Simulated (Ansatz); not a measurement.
# From spin parameters to the magnetic ion

A crystal has the composition KRb2MF6, where M is a 3d element. A calculation (PBE+U, spin-orbit coupling in second variation, Ansatz) gives:

| Item | Value |
| --- | --- |
| S | 5/2 |
| g | 2.0083 (isotropic) |
| moment in its sphere | 3.99 μB |

**Question.** Which ion is it, and why?

The crystal is KRb2FeF6, space group Fm-3m. The spin sits on Fe, with 6 F at 1.91 Å round it. With the usual charges of the other elements M must be +3. The high-spin ion of that charge with S = 5/2 in this row is Fe³⁺ high-spin d⁵. Low-spin ions are left aside. The shift from the free-electron value is small, as for a half-filled shell without orbital momentum.

[Hosts, paths, dates, database ids (printed as entryN), source tags and the programs' standing remarks are cut or masked in the printed files.]
